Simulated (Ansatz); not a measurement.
# BiAs (hypothetical, Fm-3m): a volume series of phonon spectra

Aim: how the vibrations of BiAs (hypothetical) shift with volume, and the expansion that follows. The crystal structure is hypothetical: it was made by swapping elements on a known structure type.

Method: DFT PBEsol, scalar-relativistic, plane waves, PAW, in Ansatz 0.2.0.

Report form: the programs' logs are mostly left out.

## 1. The starting structure

Symmetry: Fm-3m, No. 225, cubic system. The conventional cell has a = 5.017 Å, b = 5.017 Å, c = 5.017 Å, α = 90.00°, β = 90.00°, γ = 90.00°. Nearest to Bi lie 6 As at 2.51 Å. Nearest to As lie 6 Bi at 2.51 Å. Farther neighbours are not listed.

## 2. A first coarse run

Before spending time, one coarse run tells the gap and the pressure of the starting cell.

input.yaml reads:

```yaml
crystal:
  lattice:
    - [0.0, 2.50835, 2.50835]
    - [2.50835, 0.0, 2.50835]
    - [2.50835, 2.50835, 0.0]
  atoms:
    - { symbol: Bi, position: [0.5, 0.5, 0.5] }
    - { symbol: As, position: [0.0, 0.0, 0.0] }
kpoints:
  mp_grid: { grid: [6, 6, 6] }
hamiltonian:
  xc: pbesol
scf:
  occupations: { method: gaussian, width: 0.1 }
output:
  forces: true
  stress: true
  eigenvalues: true
```

The run is started by

```console
ansatz run input.yaml --threads 4 --pin off --max-ram 8192MiB --backend cpu --events-out ev --progress --plain --runs-dir out
```

It took 0.61 s on 4 threads of Arm Neoverse N1, shared host; peak memory 0.29 GiB.

This step gave:

```yaml
pressure: 110.4 GPa
volume_per_atom: 15.78 Å³
gap_on_the_k_mesh: 0 eV
```

The start is under 110 GPa at this level and looks like a metal on this mesh.

## 3. A loose first relaxation

The start is far from rest, so a relaxation with loose thresholds first brings it near the minimum.

input.yaml, as its differences from that of step 2:

```diff
@@ -9,3 +9,3 @@
 kpoints:
-  mp_grid: { grid: [6, 6, 6] }
+  mp_grid: { grid: [8, 8, 8] }
 hamiltonian:
@@ -18 +18,6 @@
   eigenvalues: true
+relax:
+  adjacent_minimum: "off"
+  f_tol: 0.05
+  max_steps: 80
+  cell: { stress_tol: 0.5 }
```

It took 7.6 s on 4 threads; peak memory 0.36 GiB.

Relaxation path:

```csv
step,energy less that of the first step (eV),largest force component (eV/Å),pressure (GPa),volume (Å³)
1,0.0000,0.0000,108.87,31.56
2,-2.4337,0.0000,57.63,36.41
3,-3.7827,0.0000,26.44,41.73
4,-4.3521,0.0000,6.45,47.60
5,-4.4004,0.0000,-1.23,50.77
6,-4.4027,0.0000,-0.02,50.24
7*,-4.4963,0.0000,3.28,50.24
8,-4.5153,0.0000,1.03,51.69
9,-4.5174,0.0000,0.11,52.35
10*,-4.5178,0.0000,0.10,52.35
```

Relaxation steps marked * repeat the geometry before them on a plane-wave basis chosen anew for their cell, so energy and pressure can jump there.

The run keeps the 48 symmetry operations that it works with, so distortions that break them were not tested.

```
     cell as run  before  after   change
           a (Å)   3.547  4.199  +18.4 %
           b (Å)   3.547  4.199  +18.4 %
           c (Å)   3.547  4.199  +18.4 %
volume (Å³/atom)   15.78  26.18  +65.9 %
```

Final coordinates:

```
Bi As
1.0
     0.00000    2.96917    2.96917
     2.96917    0.00000    2.96917
     2.96917    2.96917    0.00000
Bi As
1 1
Cartesian
  2.9692 2.9692 2.9692
  0.0000 0.0000 0.0000
```

Numbers from this step:

- pressure: 0.1040 GPa
- volume per atom: 26.18 Å³

The relaxation ends with a pressure of 0.10 GPa.

## 4. Finding the static equilibrium

The vibrations must be taken about the equilibrium of this functional, not about the starting cell, so the structure is relaxed.

input.yaml, the sections that differ from step 3:

```yaml
crystal:
  lattice:
    - [0.0, 2.9691730672, 2.9691730672]
    - [2.9691730672, 0.0, 2.9691730672]
    - [2.9691730672, 2.9691730672, 0.0]
  atoms:
    - { symbol: Bi, position: [0.5, 0.5, 0.5] }
    - { symbol: As, position: [0.0, 0.0, 0.0] }
kpoints:
  mp_grid: { grid: [12, 12, 12] }
relax:
  adjacent_minimum: "off"
  f_tol: 0.005
  max_steps: 80
  cell: { stress_tol: 0.05 }
# hamiltonian, scf, output: as in step 3
```

Elapsed: 7.2 s, on 4 threads; peak memory 0.42 GiB; 26 s of CPU time.

Little changed from the start: no atom moved by 0.005 Å and no cell edge by 0.1 %.

Numbers from this step:

```yaml
pressure: -5.87e-4 GPa
volume_per_atom: 26.23 Å³
gap_on_the_k_mesh: 0.08947 eV
```

## 5. A second relaxation

The relaxation is run once more from where the first one ended, as the script does after a large change of volume or of the gap, with mesh and occupations reviewed.

input.yaml, the sections that differ from step 4:

```yaml
crystal:
  lattice:
    - [0.0, 2.9712171398, 2.9712171398]
    - [2.9712171398, 0.0, 2.9712171398]
    - [2.9712171398, 2.9712171398, 0.0]
  atoms:
    - { symbol: Bi, position: [0.5, 0.5, 0.5] }
    - { symbol: As, position: [0.0, 0.0, 0.0] }
kpoints:
  mp_grid: { grid: [10, 10, 10] }
scf:
  occupations: { method: gaussian, width: 0.01 }
# hamiltonian, output, relax: as in step 4
```

The job ended after 3 s (4 threads; peak memory 0.39 GiB; 10 s of CPU time).

Little changed from the start: no atom moved by 0.005 Å and no cell edge by 0.1 %.

This step gave:

| Quantity | Value |
| --- | --- |
| pressure | -0.006040 GPa |
| gap on the k-mesh | 0.09526 eV |

## 6. Relaxing to small residual forces and stress

The thresholds are tightened for a last relaxation ahead of the phonons, and where mesh or smearing change with them the cell follows.

input.yaml, the sections that differ from step 5:

```yaml
kpoints:
  mp_grid: { grid: [12, 12, 12] }
relax:
  adjacent_minimum: "off"
  f_tol: 0.001
  max_steps: 60
  cell: { stress_tol: 0.01 }
# crystal, hamiltonian, scf, output: as in step 5
```

Wall time 7.9 s (4 threads); peak memory 0.42 GiB.

Little changed from the start: no atom moved by 0.005 Å and no cell edge by 0.1 %.

This step gave:

| Property | Result |
| --- | --- |
| pressure | -2.17e-5 GPa |
| gap on the k-mesh | 0.08895 eV |

The residual pressure is -2.2e-5 GPa, small enough for phonons.

## 7. Lattice dynamics at this volume, V/V0 1

The same q-mesh and k-mesh are kept at every volume, so that much of their error can cancel in the differences.

input.yaml reads:

```yaml
crystal:
  lattice:
    - [0.0, 2.9713758409, 2.9713758409]
    - [2.9713758409, 0.0, 2.9713758409]
    - [2.9713758409, 2.9713758409, 0.0]
  atoms:
    - { symbol: Bi, position: [0.5, 0.5, 0.5] }
    - { symbol: As, position: [0.0, 0.0, 0.0] }
kpoints:
  mp_grid: { grid: [12, 12, 12] }
hamiltonian:
  xc: pbesol
scf:
  occupations: { method: gaussian, width: 0.01 }
output:
  eigenvalues: true
phonons:
  method: dfpt
  qmesh: [4, 4, 4]
  temperatures: { t_max: 1000, t_step: 50 }
  qpath:
    path:
      - [[0.0, 0.0, 0.0], [0.5, 0.0, 0.5], [0.625, 0.25, 0.625]]
      - [[0.375, 0.375, 0.75], [0.0, 0.0, 0.0], [0.5, 0.5, 0.5], [0.5, 0.25, 0.75], [0.5, 0.0, 0.5]]
    npoints: 10
```

Run time: 11 min. Hardware: 4 threads; peak memory 4.2 GiB; 42 min of CPU time.

Numbers from this step:

| Property | Result |
| --- | --- |
| Γ frequencies | -128.4, -128.4, -128.4, 0, 0, 0 cm⁻¹ (negative: imaginary) |
| lowest frequency on the path | -128.4 cm⁻¹ |
| point group | m-3m |
| highest frequency | 171.7 cm⁻¹ |

No LO-TO term. The phonon branches at the labelled points (cm⁻¹):

| point | branch 1 | branch 2 | branch 3 | branch 4 | branch 5 | branch 6 |
| --- | --- | --- | --- | --- | --- | --- |
| Γ | -128 | -128 | -128 | 0 | 0 | 0 |
| halfway | 18 | 18 | 72 | 72 | 84 | 143 |
| X | 22 | 22 | 41 | 97 | 97 | 100 |
| halfway | 33 | 43 | 44 | 100 | 106 | 116 |
| U | 45 | 46 | 64 | 91 | 120 | 142 |
| jump to K | 45 | 46 | 64 | 91 | 120 | 142 |
| halfway | 36 | 63 | 85 | 87 | 143 | 158 |
| Γ | -128 | -128 | -128 | 0 | 0 | 0 |
| halfway | 50 | 50 | 73 | 130 | 130 | 153 |
| L | 76 | 76 | 110 | 144 | 144 | 159 |
| halfway | 53 | 62 | 90 | 119 | 120 | 147 |
| W | 41 | 41 | 81 | 98 | 98 | 143 |
| halfway | 40 | 44 | 52 | 101 | 103 | 129 |
| X | 22 | 22 | 41 | 97 | 97 | 100 |

Tetrahedra on 20 20 20, mean over bins of 5 cm⁻¹. Table of phonon density of states by wavenumber; read off at these points:

```csv
wavenumber (cm⁻¹),phonon density of states (1/cm⁻¹/cell)
-128,1.0e-5
-112,3.3e-4
-98,5.1e-4
-82,5.6e-4
-72,5.8e-4
-58,6.3e-4
-42,6.0e-4
-28,6.5e-4
-12,7.9e-4
2,0.00107
18,0.00275
28,0.0109
42,0.0841
58,0.0440
72,0.0483
88,0.0511
98,0.0516
102,0.0470
118,0.0316
128,0.0365
142,0.0588
158,0.0201
172,2.5e-4
```

The modes has structure finer than the step of the table below, so its rows give means over 10 cm⁻¹, whole bins alone (the curve runs from -138 to 187 cm⁻¹). Peaks (cm⁻¹: height): As 100.9: 0.0357, 143.8: 0.0554; Bi 43.6: 0.0809.

Phonopy on the run's constants, 17x17x17 mesh, Gaussian sigma 2.3 cm⁻¹. The modes by wavenumber; means over each step; values in 1/cm⁻¹/cell:

```csv
wavenumber (cm⁻¹),As,Bi
-130,4.1e-5,1.6e-5
-120,1.9e-4,7.6e-5
-110,3.4e-4,1.4e-4
-100,2.3e-4,1.1e-4
-90,4.1e-4,2.2e-4
-80,5.8e-4,3.1e-4
-70,3.1e-4,2.2e-4
-60,9.9e-5,1.2e-4
-50,5.7e-4,6.3e-4
-40,1.2e-4,1.7e-4
-30,1.7e-4,9.6e-4
-20,4.3e-5,6.9e-4
-10,3.2e-5,7.0e-4
0,1.4e-5,4.4e-5
10,7.8e-5,7.7e-4
20,4.3e-4,0.00474
30,0.00151,0.0149
40,0.00450,0.0541
50,0.00568,0.0580
60,0.00547,0.0383
70,0.00970,0.0365
80,0.0198,0.0262
90,0.0246,0.0262
100,0.0321,0.0158
110,0.0269,0.00588
120,0.0281,0.00422
130,0.0344,0.00359
140,0.0464,0.00284
150,0.0403,0.00210
160,0.0141,0.00105
170,0.00287,4.1e-4
180,2.2e-5,5.0e-6
```

No LO-TO term. Modes at Γ, with each element's share of the kinetic energy (negative means imaginary):

```csv
mode,frequency (cm⁻¹),symmetry,Bi %,As %
1,-128.4,T1u,26,74
2,-128.4,T1u,26,74
3,-128.4,T1u,26,74
4,0.0,T1u,74,26
5,0.0,T1u,74,26
6,0.0,T1u,74,26
```

Displacements in mode 1 (-128.4 cm⁻¹), the largest set to 1:
```
Bi1  0.00 -0.36 -0.17
As2  0.00  1.00  0.47
```

The lowest solved frequency is -128 cm⁻¹, so the cell is unstable here at these settings (gap near zero, smearing on, k-mesh not tested) and gives no valid free energy.

## 8. A cell at another volume, V/V0 1.015

Symmetry fixes every atom, so a single point at the scaled cell gives the energy and pressure of this member.

The cell differs from the one that the last finished run ended in (a 4.202 → 4.223 Å, b 4.202 → 4.223 Å, c 4.202 → 4.223 Å).

input.yaml, the sections that differ from step 7:

```yaml
crystal:
  lattice:
    - [0.0, 2.9861590486, 2.9861590486]
    - [2.9861590486, 0.0, 2.9861590486]
    - [2.9861590486, 2.9861590486, 0.0]
  atoms:
    - { symbol: Bi, position: [0.5, 0.5, 0.5] }
    - { symbol: As, position: [0.0, 0.0, 0.0] }
output:
  forces: true
  stress: true
  eigenvalues: true
# kpoints, hamiltonian, scf: as in step 7
# phonons: removed
```

The job ended after 1.8 s (4 threads; peak memory 0.39 GiB).

This step gave:

- pressure: -1.025 GPa
- gap on the k-mesh: 0.08402 eV
- volume per atom: 26.63 Å³

The run ends at a pressure of -1.02 GPa.

## 9. Lattice dynamics at this volume, V/V0 1.015

input.yaml, the sections that differ from step 8:

```yaml
output:
  eigenvalues: true
phonons:
  method: dfpt
  qmesh: [4, 4, 4]
  temperatures: { t_max: 1000, t_step: 50 }
  qpath:
    path:
      - [[0.0, 0.0, 0.0], [0.5, 0.0, 0.5], [0.625, 0.25, 0.625]]
      - [[0.375, 0.375, 0.75], [0.0, 0.0, 0.0], [0.5, 0.5, 0.5], [0.5, 0.25, 0.75], [0.5, 0.0, 0.5]]
    npoints: 10
# crystal, kpoints, hamiltonian, scf: as in step 8
```

Wall time 11 min (4 threads); peak memory 4.2 GiB.

The lowest solved frequency is -132 cm⁻¹, so the cell is unstable here at these settings (gap near zero, smearing on, k-mesh not tested) and gives no valid free energy.

## 10. Single point at a scaled cell, V/V0 0.985

The cell differs from the one that the last finished run ended in (a 4.223 → 4.181 Å, b 4.223 → 4.181 Å, c 4.223 → 4.181 Å).

input.yaml, the sections that differ from step 9:

```yaml
crystal:
  lattice:
    - [0.0, 2.956444052, 2.956444052]
    - [2.956444052, 0.0, 2.956444052]
    - [2.956444052, 2.956444052, 0.0]
  atoms:
    - { symbol: Bi, position: [0.5, 0.5, 0.5] }
    - { symbol: As, position: [0.0, 0.0, 0.0] }
output:
  forces: true
  stress: true
  eigenvalues: true
# kpoints, hamiltonian, scf: as in step 9
# phonons: removed
```

It took 1.7 s on 4 threads; peak memory 0.39 GiB.

The run ends at a pressure of 1.11 GPa.

## 11. Lattice dynamics at this volume, V/V0 0.985

input.yaml, the sections that differ from step 10:

```yaml
output:
  eigenvalues: true
phonons:
  method: dfpt
  qmesh: [4, 4, 4]
  temperatures: { t_max: 1000, t_step: 50 }
  qpath:
    path:
      - [[0.0, 0.0, 0.0], [0.5, 0.0, 0.5], [0.625, 0.25, 0.625]]
      - [[0.375, 0.375, 0.75], [0.0, 0.0, 0.0], [0.5, 0.5, 0.5], [0.5, 0.25, 0.75], [0.5, 0.0, 0.5]]
    npoints: 10
# crystal, kpoints, hamiltonian, scf: as in step 10
```

Wall time 11 min (4 threads); peak memory 4.2 GiB; 43 min of CPU time.

No LO-TO term. Phonon branches along the path, in cm⁻¹:

| point | branch 1 | branch 2 | branch 3 | branch 4 | branch 5 | branch 6 |
| --- | --- | --- | --- | --- | --- | --- |
| Γ | -124 | -124 | -124 | 0 | 0 | 0 |
| halfway | 21 | 21 | 80 | 80 | 87 | 147 |
| X | 24 | 24 | 42 | 104 | 104 | 107 |
| halfway | 34 | 44 | 46 | 107 | 112 | 122 |
| U | 46 | 49 | 65 | 97 | 125 | 146 |
| jump to K | 46 | 49 | 65 | 97 | 125 | 146 |
| halfway | 37 | 65 | 87 | 93 | 147 | 162 |
| Γ | -124 | -124 | -124 | 0 | 0 | 0 |
| halfway | 52 | 52 | 74 | 135 | 135 | 158 |
| L | 78 | 78 | 113 | 148 | 148 | 162 |
| halfway | 55 | 63 | 92 | 124 | 124 | 151 |
| W | 42 | 42 | 83 | 105 | 105 | 146 |
| halfway | 41 | 46 | 54 | 107 | 109 | 134 |
| X | 24 | 24 | 42 | 104 | 104 | 107 |

The lowest solved frequency is -124 cm⁻¹, so the cell is unstable here at these settings (gap near zero, smearing on, k-mesh not tested) and gives no valid free energy.

## 12. A cell at another volume, V/V0 1.03

The cell differs from the one that the last finished run ended in (a 4.181 → 4.244 Å, b 4.181 → 4.244 Å, c 4.181 → 4.244 Å).

input.yaml, the sections that differ from step 11:

```yaml
crystal:
  lattice:
    - [0.0, 3.0007973171, 3.0007973171]
    - [3.0007973171, 0.0, 3.0007973171]
    - [3.0007973171, 3.0007973171, 0.0]
  atoms:
    - { symbol: Bi, position: [0.5, 0.5, 0.5] }
    - { symbol: As, position: [0.0, 0.0, 0.0] }
output:
  forces: true
  stress: true
  eigenvalues: true
  write_density: true
  write_potential: true
  elf: true
  volumetric_format: npy
# kpoints, hamiltonian, scf: as in step 11
# phonons: removed
```

It took 2.3 s on 4 threads; peak memory 0.4 GiB.

The run ends at a pressure of -1.97 GPa.

## 13. Lattice dynamics at this volume, V/V0 1.03

Phonons at this volume give one point of F(V, T); meshes stay fixed along the series.

input.yaml, the sections that differ from step 12:

```yaml
output:
  eigenvalues: true
phonons:
  method: dfpt
  qmesh: [4, 4, 4]
  temperatures: { t_max: 1000, t_step: 50 }
  qpath:
    path:
      - [[0.0, 0.0, 0.0], [0.5, 0.0, 0.5], [0.625, 0.25, 0.625]]
      - [[0.375, 0.375, 0.75], [0.0, 0.0, 0.0], [0.5, 0.5, 0.5], [0.5, 0.25, 0.75], [0.5, 0.0, 0.5]]
    npoints: 10
# crystal, kpoints, hamiltonian, scf: as in step 12
```

Elapsed: 11 min, on 4 threads; peak memory 4.3 GiB; 42 min of CPU time.

No LO-TO term. The phonon branches at the labelled points (cm⁻¹):

```
    point  branch 1  branch 2  branch 3  branch 4  branch 5  branch 6
        Γ      -136      -136      -136         0         0         0
  halfway       -17       -17        57        57        80       136
        X        16        16        33        84        84        87
  halfway        29        37        41        88        94       104
        U        35        42        62        81       111       132
jump to K        35        42        62        81       111       132
  halfway        32        59        75        80       135       151
        Γ      -136      -136      -136         0         0         0
  halfway        47        47        70       122       122       145
        L        72        72       106       137       137       151
  halfway        50        59        86       109       111       140
        W        36        36        76        85        85       135
  halfway        37        37        50        88        91       120
        X        16        16        33        84        84        87
```

The lowest solved frequency is -136 cm⁻¹, so the cell is unstable here at these settings (gap near zero, smearing on, k-mesh not tested) and gives no valid free energy.

(Part 1 of 2 ends here.)

[Logs are printed without paths, hosts, clocks, repeated set-up lines and the standing remarks that a program may print on its own settings, such as how far it seeks lower states.]

[Hosts, paths, dates, database ids (printed as entryN), source tags and the programs' standing remarks are cut or masked in the printed files.]

[A step with changed settings may run another functional than the one named; its input shows which.]

[Of the runs on displaced cells, only some may be shown.]
